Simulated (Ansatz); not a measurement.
# Ir wire along [100], 25 atoms a period: bands along the axis

Aim: is the Ir wire along [100], 25 atoms a period a metal or a semiconductor?

Main program and level: Ansatz 0.2.0; DFT PBE, plane waves, PAW; relaxation of a wire's period; PAW set soft_1, in the first sound run; inputs show where later runs differ.

## 1. Set-up

The cell holds 25 atoms: 25 Ir. Cell: a = 14.540 Å, b = 14.540 Å, c = 3.870 Å, α = 90.0°, β = 90.0°, γ = 90.0°. Vacuum lies along a and b. The structure's axis is c.

## 2. Relaxing the period

Band widths follow the bond lengths, so the wire is relaxed first. The atoms and the third cell vector are free; the box across stays fixed as vacuum. A Fermi-Dirac smearing is set since the result may be a metal. The pressure printed is a third of the stress's trace over the whole box, vacuum included; only the stress along the axis is relaxed.

The input, input.yaml:

```yaml
crystal:
  lattice:
    - [14.54, 0.0, 0.0]
    - [0.0, 14.54, 0.0]
    - [0.0, 0.0, 3.87]
  atoms:
    - { symbol: Ir, position: [0.233837689, 0.233837689, 0.0] }
    - { symbol: Ir, position: [0.233837689, 0.5, 0.0] }
    - { symbol: Ir, position: [0.233837689, 0.766162311, 0.0] }
    - { symbol: Ir, position: [0.366918845, 0.366918845, 0.0] }
    - { symbol: Ir, position: [0.366918845, 0.633081155, 0.0] }
    - { symbol: Ir, position: [0.5, 0.233837689, 0.0] }
    - { symbol: Ir, position: [0.5, 0.5, 0.0] }
    - { symbol: Ir, position: [0.5, 0.766162311, 0.0] }
    - { symbol: Ir, position: [0.633081155, 0.366918845, 0.0] }
    - { symbol: Ir, position: [0.633081155, 0.633081155, 0.0] }
    - { symbol: Ir, position: [0.766162311, 0.233837689, 0.0] }
    - { symbol: Ir, position: [0.766162311, 0.5, 0.0] }
    - { symbol: Ir, position: [0.766162311, 0.766162311, 0.0] }
    - { symbol: Ir, position: [0.233837689, 0.366918845, 0.5] }
    - { symbol: Ir, position: [0.233837689, 0.633081155, 0.5] }
    - { symbol: Ir, position: [0.366918845, 0.233837689, 0.5] }
    - { symbol: Ir, position: [0.366918845, 0.5, 0.5] }
    - { symbol: Ir, position: [0.366918845, 0.766162311, 0.5] }
    - { symbol: Ir, position: [0.5, 0.366918845, 0.5] }
    - { symbol: Ir, position: [0.5, 0.633081155, 0.5] }
    - { symbol: Ir, position: [0.633081155, 0.233837689, 0.5] }
    - { symbol: Ir, position: [0.633081155, 0.5, 0.5] }
    - { symbol: Ir, position: [0.633081155, 0.766162311, 0.5] }
    - { symbol: Ir, position: [0.766162311, 0.366918845, 0.5] }
    - { symbol: Ir, position: [0.766162311, 0.633081155, 0.5] }
kpoints:
  mp_grid: { grid: [1, 1, 21] }
scf:
  occupations: { method: fermi_dirac, width: 0.05 }
hamiltonian:
  xc: pbe
  pseudopotentials: { kind: paw, azcp: { folder: soft_1 } }
relax:
  cell: { fix: [a, b, alpha, beta, gamma] }
  max_steps: 45
  f_tol: 0.03
```

Launch:

```console
$ ansatz run input.yaml --threads 16 --pin off --max-ram 61440MiB --backend cuda --events-out ev --progress --plain --runs-dir out --max-vram 78GiB
```

Numbers of over 12 decimals in the logs are rounded to 6 here.

Output:

```text
Engine: ansatz 0.2.0, aarch64-unknown-linux-gnu
Pseudopotentials: kind: paw
Pseudopotential: Ir, paw, valence charge 17, recommended cutoff 420 eV (normal), soft_1/Ir.paw.azcp
Functional definition: PBE
  parameter kappa = 0.804
  parameter beta = 0.066725
  exchange = pbe_x(kappa = kappa, mu = beta*pi^2/3)
  correlation = pbe_c(beta = beta)
[...]
Crystal: 25 atoms, lattice volume = 818.163 Å³
Basis set: ecut = 420 eV, 16025 PW (Γ), exchange–correlation on 200×200×54 points (8 copies of the dense FFT grid, shifted against one another)
Bands: 255, of which v1, the nominal top of the filled ones, is band 213 counted from 1 (212 counted from 0)
Symmetry: 16 space group operations
Space group: P4/mmm (ITA 123), of the structure as read, at distance tolerance 9.4e-5 Å
k-points: 11 of 21
Non-local potential: Ir, projectors of the file, l = 0: 3, l = 1: 2, l = 2: 2, l = 3: 1
PAW form: soft (Blöchl's): semilocal exchange-correlation on the pseudo side does not see the compensation charge
PAW one-centre angular grid: Ir, 590 points (default); XC on 64 Gauss nodes
Initial density: superposition of atomic densities (neutral atoms: chi_scale 0, normalization atom)
Initial wavefunctions: pseudopotential atomic-orbital guess
[...]
Functional: x = pbe(κ = 0.804, μ = 0.219515), c = pbe(β = 0.066725)
SCF iter   1: F=—  HF=-298397.183241 eV  |F-HF|=—  |Δ(HF+E_count)|=         —  Δρ=3.65e-2  dr2=2.03e1  ethr=3.10e-3  ⟨swp⟩=7.0  Hψ=11217  notcnv=0  defer=61
preconditioner: auto → LDOS  [metal: Δε(μ)=0.009 eV  Ē_g=5.361 eV  σ=0.050 eV  W_gap=0.04  n_scr=214 (ndim 8)  ℏωp=19.5 eV  f_vac=0.420  D(μ)=34.06/eV (n_scr^D=306)  β→1.0]
SCF iter   2: F=—  HF=-298397.923975 eV  |F-HF|=—  |Δ(HF+E_count)|=   7.41e-1  Δρ=3.88e-2  dr2=2.63e1  ethr=3.10e-3  ⟨swp⟩=3.0  Hψ=7023  notcnv=0  defer=142
[...]
SCF iter  12: F=-298392.280964 eV  HF=-298392.280964 eV  |F-HF|=5.18e-9  |Δ(HF+E_count)|=   1.49e-8  Δρ=8.46e-7  dr2=1.09e-8  ethr=2.35e-11  ⟨swp⟩=5.0  Hψ=9084  notcnv=0
SCF 1 converged in 12 iterations: F = -298392.280964 eV  dr2 = 1.09e-8
  greatest PAW one-centre occupation: 1.000 electrons in one spin orbital (limit 2), on the Ir atom at site 21 (counted from 0), in its partial waves of l = 0
relax step   1: F+E_penalty+E_count = -298392.28096420 eV  Δ(F+E_penalty+E_count) = +0.000e0 eV  max|allowed force component| = 1.432e0 eV/Å  Δτ_max = 0.0000 Å  P = -8.053 GPa  Ω = 818.163 Å³  fix = [a, b, alpha, beta, gamma]  reactions: a -7.226, b -7.226 GPa  (12 SCF iters, dr2 threshold 1.00e-7 eV, accepted)
[...]
Crystal: 25 atoms, lattice volume = 778.270 Å³
Basis set: ecut = 420 eV, 15177 PW (Γ), exchange–correlation on 200×200×54 points (8 copies of the dense FFT grid, shifted against one another)
[...]
iter 1 solved again at ethr=2.56e-3 eV; its pass at ethr=3.10e-3 eV (dr2=1.09e1 eV) is discarded
SCF iter   1: F=—  HF=-298393.862395 eV  |F-HF|=—  |Δ(HF+E_count)|=         —  Δρ=1.87e-2  dr2=1.09e1  ethr=2.56e-3  ⟨swp⟩=1.6  Hψ=13398  notcnv=0
preconditioner: auto → LDOS  [metal: Δε(μ)=0.002 eV  Ē_g=5.848 eV  σ=0.050 eV  W_gap=0.01  n_scr=198 (ndim 8)  ℏωp=20.0 eV  f_vac=0.448  D(μ)=35.88/eV (n_scr^D=330)  β→1.0]
SCF iter   2: F=—  HF=-298393.809595 eV  |F-HF|=—  |Δ(HF+E_count)|=   5.28e-2  Δρ=1.13e-2  dr2=1.90e0  ethr=2.56e-3  ⟨swp⟩=2.2  Hψ=4450  notcnv=0
[...]
SCF iter   8: F=-298393.371174 eV  HF=-298393.371175 eV  |F-HF|=5.85e-7  |Δ(HF+E_count)|=   1.68e-6  Δρ=7.55e-6  dr2=9.44e-7  ethr=5.88e-10  ⟨swp⟩=5.0  Hψ=10247  notcnv=0
SCF 2 converged in 8 iterations: F = -298393.371174 eV  dr2 = 9.44e-7
  greatest PAW one-centre occupation: 1.000 electrons in one spin orbital (limit 2), on the Ir atom at site 9 (counted from 0), in its partial waves of l = 0
relax step   2: F+E_penalty+E_count = -298393.37117398 eV  Δ(F+E_penalty+E_count) = -1.090e0 eV  max|allowed force component| = 1.252e0 eV/Å  Δτ_max = 0.1750 Å  P = +5.681 GPa  Ω = 778.270 Å³  energy of the carried Pulay correction = +8.630e-3 eV  fix = [a, b, alpha, beta, gamma]  reactions: a +4.951, b +4.951 GPa  (8 SCF iters, dr2 threshold 2.50e-6 eV, accepted)
[...]
Crystal: 25 atoms, lattice volume = 796.271 Å³
[...]
iter 1 solved again at ethr=5.73e-4 eV; its pass at ethr=3.10e-3 eV (dr2=2.43e0 eV) is discarded
[...]
SCF 3 converged in 8 iterations: F = -298394.122177 eV  dr2 = 3.38e-7
[...]
SCF 4 converged in 6 iterations: F = -298394.166784 eV  dr2 = 1.83e-6
[...]
SCF 5 converged in 6 iterations: F = -298394.167699 eV  dr2 = 2.66e-8
[...]
SCF 6 converged in 7 iterations: F = -298394.161493 eV  dr2 = 1.96e-11
[...]
SCF converged after 7 iterations
[...]
k-point 10: bands = ["-84.4854", "-84.4850", "-84.4850", "-84.4849", "-84.3254", "-84.3154", "-84.3154", "-84.3056", "-84.1733", "-83.6081", "-83.6081", "-83.6081", "-83.6081", "-83.5935", "-83.5935", "-83.5935", "-83.5935", "-83.5621", "-83.5621", "-83.5621", "-83.5620", "-83.0002", "-83.0002", "-83.0002", "-83.0002", "-41.5487", "-41.5415", "-41.5415", "-41.4924", "-41.4497", "-41.4497", "-41.4427", "-41.4187", " [...]
--- Relaxed structure (5 steps of the walk, 5 accepted, 1 SCFs on fresh bases) ---
  F+E_penalty+E_count = -298394.16149346 eV   max|allowed force component| = 8.886e-3 eV/Å   (the final SCF, on the basis selected at the relaxed cell)
  cell:  # Å, volume = 793.4563 Å³
    - [14.54, 0.0, 0.0]
    - [0.0, 14.54, 0.0]
    - [0.0, 0.0, 3.753135]
  atoms:
    - { symbol: Ir, position: [0.240292, 0.240292, 0.0] }
    - { symbol: Ir, position: [0.238547, 0.5, 0.0] }
    - { symbol: Ir, position: [0.240292, 0.759708, 0.0] }
    - { symbol: Ir, position: [0.366128, 0.366128, 0.0] }
    - { symbol: Ir, position: [0.366128, 0.633872, 0.0] }
    - { symbol: Ir, position: [0.5, 0.238547, 0.0] }
    - { symbol: Ir, position: [0.5, 0.5, 0.0] }
    - { symbol: Ir, position: [0.5, 0.761453, 0.0] }
    - { symbol: Ir, position: [0.633872, 0.366128, 0.0] }
    - { symbol: Ir, position: [0.633872, 0.633872, 0.0] }
    - { symbol: Ir, position: [0.759708, 0.240292, 0.0] }
    - { symbol: Ir, position: [0.761453, 0.5, 0.0] }
    - { symbol: Ir, position: [0.759708, 0.759708, 0.0] }
    - { symbol: Ir, position: [0.237896, 0.367352, 0.5] }
    - { symbol: Ir, position: [0.237896, 0.632648, 0.5] }
    - { symbol: Ir, position: [0.367352, 0.237896, 0.5] }
    - { symbol: Ir, position: [0.366981, 0.5, 0.5] }
    - { symbol: Ir, position: [0.367352, 0.762104, 0.5] }
    - { symbol: Ir, position: [0.5, 0.366981, 0.5] }
    - { symbol: Ir, position: [0.5, 0.633019, 0.5] }
    - { symbol: Ir, position: [0.632648, 0.237896, 0.5] }
    - { symbol: Ir, position: [0.633019, 0.5, 0.5] }
    - { symbol: Ir, position: [0.632648, 0.762104, 0.5] }
    - { symbol: Ir, position: [0.762104, 0.367352, 0.5] }
    - { symbol: Ir, position: [0.762104, 0.632648, 0.5] }
```

It took 11 s on 1 × NVIDIA GB200 with 16 threads of Arm Neoverse V2, shared host; peak memory 1.3 GiB; 61 s of CPU time.

The steps of the relaxation:

| step | energy less that of the first step (eV) | largest force component (eV/Å) | pressure (GPa) | volume (Å³) |
| --- | --- | --- | --- | --- |
| 1 | 0.0000 | 1.4318 | -8.05 | 818.16 |
| 2 | -1.0902 | 1.2517 | 5.68 | 778.27 |
| 3 | -1.8412 | 0.2994 | -0.88 | 796.27 |
| 4 | -1.8858 | 0.0684 | -0.01 | 793.52 |
| 5 | -1.8867 | 0.0089 | 0.00 | 793.46 |
| 6 | -1.8805 | 0.0089 | 0.00 | 793.46 |

The log counts 1 steps on a newly chosen plane-wave basis, not all of them marked here; energy and pressure can jump at such steps.

Forces are held to the 16 operations that the run works with; a distortion that breaks them can't arise in this run.

| cell as run | before | after | change |
| --- | --- | --- | --- |
| c (Å) | 3.870 | 3.753 | -3.0 % |

The atoms that moved most (Å, along periodic axes as changes of fractional coordinates times the final cell, across vacuum about the mean position):

| atom | dx | dy | dz | length |
| --- | --- | --- | --- | --- |
| Ir1 | 0.094 | 0.094 | 0.000 | 0.133 |
| Ir3 | 0.094 | -0.094 | 0.000 | 0.133 |
| Ir13 | -0.094 | -0.094 | 0.000 | 0.133 |
| Ir11 | -0.094 | 0.094 | 0.000 | 0.133 |
| Ir2 | 0.068 | 0.000 | 0.000 | 0.068 |
| Ir6 | 0.000 | 0.068 | 0.000 | 0.068 |
| Ir8 | 0.000 | -0.068 | 0.000 | 0.068 |
| Ir12 | -0.068 | 0.000 | 0.000 | 0.068 |

Numbers from this step:

- energy at zero smearing: -298394.0056 eV
- cell length along the wire: 3.753 Å

The cell's length comes to 3.753 Å with spin left out.

## 3. The perfect wire

This step: DFT PBE, plane waves, PAW; bands of a perfect wire; PAW set soft_1 (Ansatz 0.2.0).

At the relaxed period the bands are computed along the axis; those that cross an energy going forward count the channels that a perfect wire would open there.

The input, input.yaml:

```yaml
crystal:
  lattice:
    - [14.54, 0.0, 0.0]
    - [0.0, 14.54, 0.0]
    - [0.0, 0.0, 3.7531351221]
  atoms:
    - { symbol: Ir, position: [0.240291914, 0.240291914, 0.0] }
    - { symbol: Ir, position: [0.238547113, 0.5, 0.0] }
    - { symbol: Ir, position: [0.240291914, 0.759708086, 0.0] }
    - { symbol: Ir, position: [0.366127846, 0.366127846, 0.0] }
    - { symbol: Ir, position: [0.366127846, 0.633872154, 0.0] }
    - { symbol: Ir, position: [0.5, 0.238547113, 0.0] }
    - { symbol: Ir, position: [0.5, 0.5, 0.0] }
    - { symbol: Ir, position: [0.5, 0.761452887, 0.0] }
    - { symbol: Ir, position: [0.633872154, 0.366127846, 0.0] }
    - { symbol: Ir, position: [0.633872154, 0.633872154, 0.0] }
    - { symbol: Ir, position: [0.759708086, 0.240291914, 0.0] }
    - { symbol: Ir, position: [0.761452887, 0.5, 0.0] }
    - { symbol: Ir, position: [0.759708086, 0.759708086, 0.0] }
    - { symbol: Ir, position: [0.237896063, 0.367352039, 0.5] }
    - { symbol: Ir, position: [0.237896063, 0.632647961, 0.5] }
    - { symbol: Ir, position: [0.367352039, 0.237896063, 0.5] }
    - { symbol: Ir, position: [0.366980637, 0.5, 0.5] }
    - { symbol: Ir, position: [0.367352039, 0.762103937, 0.5] }
    - { symbol: Ir, position: [0.5, 0.366980637, 0.5] }
    - { symbol: Ir, position: [0.5, 0.633019363, 0.5] }
    - { symbol: Ir, position: [0.632647961, 0.237896063, 0.5] }
    - { symbol: Ir, position: [0.633019363, 0.5, 0.5] }
    - { symbol: Ir, position: [0.632647961, 0.762103937, 0.5] }
    - { symbol: Ir, position: [0.762103937, 0.367352039, 0.5] }
    - { symbol: Ir, position: [0.762103937, 0.632647961, 0.5] }
kpoints:
  mp_grid: { grid: [1, 1, 22] }
  band_path: { path: ["Γ", Z], npoints: 90 }
scf:
  occupations: { method: fermi_dirac, width: 0.05 }
hamiltonian:
  xc: pbe
  pseudopotentials: { kind: paw, azcp: { folder: soft_1 } }
output:
  dos: { e_range: [-5, 4] }
  write_potential: true
  write_density: true
  volumetric_format: npy
```

Output:

```text
[...]
Crystal: 25 atoms, lattice volume = 793.456 Å³
Basis set: ecut = 420 eV, 15513 PW (Γ)
Bands: 255, of which v1, the nominal top of the filled ones, is band 213 counted from 1 (212 counted from 0)
[... 1 set-up line as in the run before ...]
[...]
k-points: 12 of 22
[...]
SCF iter   1: F=—  HF=-298399.408800 eV  |F-HF|=—  |Δ(HF+E_count)|=         —  Δρ=3.65e-2  dr2=2.13e1  ethr=3.10e-3  ⟨swp⟩=7.6  Hψ=12564  notcnv=0  defer=76
[...]
SCF iter   6: F=—  HF=-298394.168432 eV  |F-HF|=—  |Δ(HF+E_count)|=   1.39e-3  Δρ=4.04e-4  dr2=3.02e-3  ethr=4.42e-6  ⟨swp⟩=2.4  Hψ=5045  notcnv=0  defer=157
[...]
SCF iter  10: F=—  HF=-298394.162019 eV  |F-HF|=—  |Δ(HF+E_count)|=   1.82e-7  Δρ=7.18e-6  dr2=1.16e-6  ethr=1.74e-9  ⟨swp⟩=2.1  Hψ=4289  notcnv=0  defer=157
[...]
SCF iter  12: F=-298394.162019 eV  HF=-298394.162019 eV  |F-HF|=1.05e-9  |Δ(HF+E_count)|=   6.40e-9  Δρ=1.04e-6  dr2=9.07e-9  ethr=2.35e-11  ⟨swp⟩=12.2  Hψ=9614  notcnv=0
SCF 1 converged in 12 iterations: F = -298394.162019 eV  dr2 = 9.07e-9
[...]
NSCF: frozen V_eff on 91 k-points
[...]
SCF converged after 12 iterations
[...]
```

Wall time 9.1 s (1 × NVIDIA GB200 with 16 threads); peak memory 1.9 GiB; 66 s of CPU time.

The column dr2 measures how far the density is from self-consistency, as an energy; F and HF (Harris–Foulkes) agree once it is small.

Numbers from this step:

```
energy at zero smearing                 : -298394.0068 eV
band gap on the path through both edges : 0 eV
```

Electronic bands along the path, in eV, zero at the Fermi level; # counts the bands kept:

| point | #46 | #47 | #48 | #49 | #50 | #51 | #52 | #53 |
| --- | --- | --- | --- | --- | --- | --- | --- | --- |
| Γ | 0.05 | 0.05 | 0.07 | 0.14 | 0.19 | 0.19 | 0.25 | 0.27 |
| halfway | -0.23 | -0.23 | -0.20 | -0.10 | 0.01 | 0.01 | 0.03 | 0.20 |
| Z | -0.31 | -0.31 | -0.13 | -0.12 | 0.06 | 0.06 | 0.15 | 0.19 |

Between Γ and Z the bands cross the Fermi level 17 times, so a perfect wire would conduct at least 17 G₀, with spin left out.

## 4. Summary of results

```
cell length, PBE                                            : 3.753 Å
ballistic conductance by band crossings, a lower bound, PBE : 17 G₀
```

Under PBE the cell's length is 3.75 Å, and the bands cross the Fermi level 17 times between Γ and Z, which gives a perfect wire at least 17 G₀ (opposite crossings within one step of the path cancel in such a count). No spin was allowed, though thin wires with open d shells can turn magnetic. Spin-orbit coupling is left out, which matters for the bands of heavy atoms.

[Logs are printed without paths, hosts, clocks, repeated set-up lines and the standing remarks that a program may print on its own settings, such as how far it seeks lower states.]

[Hosts, paths, dates, database ids (printed as entryN), source tags and the programs' standing remarks are cut or masked in the printed files.]
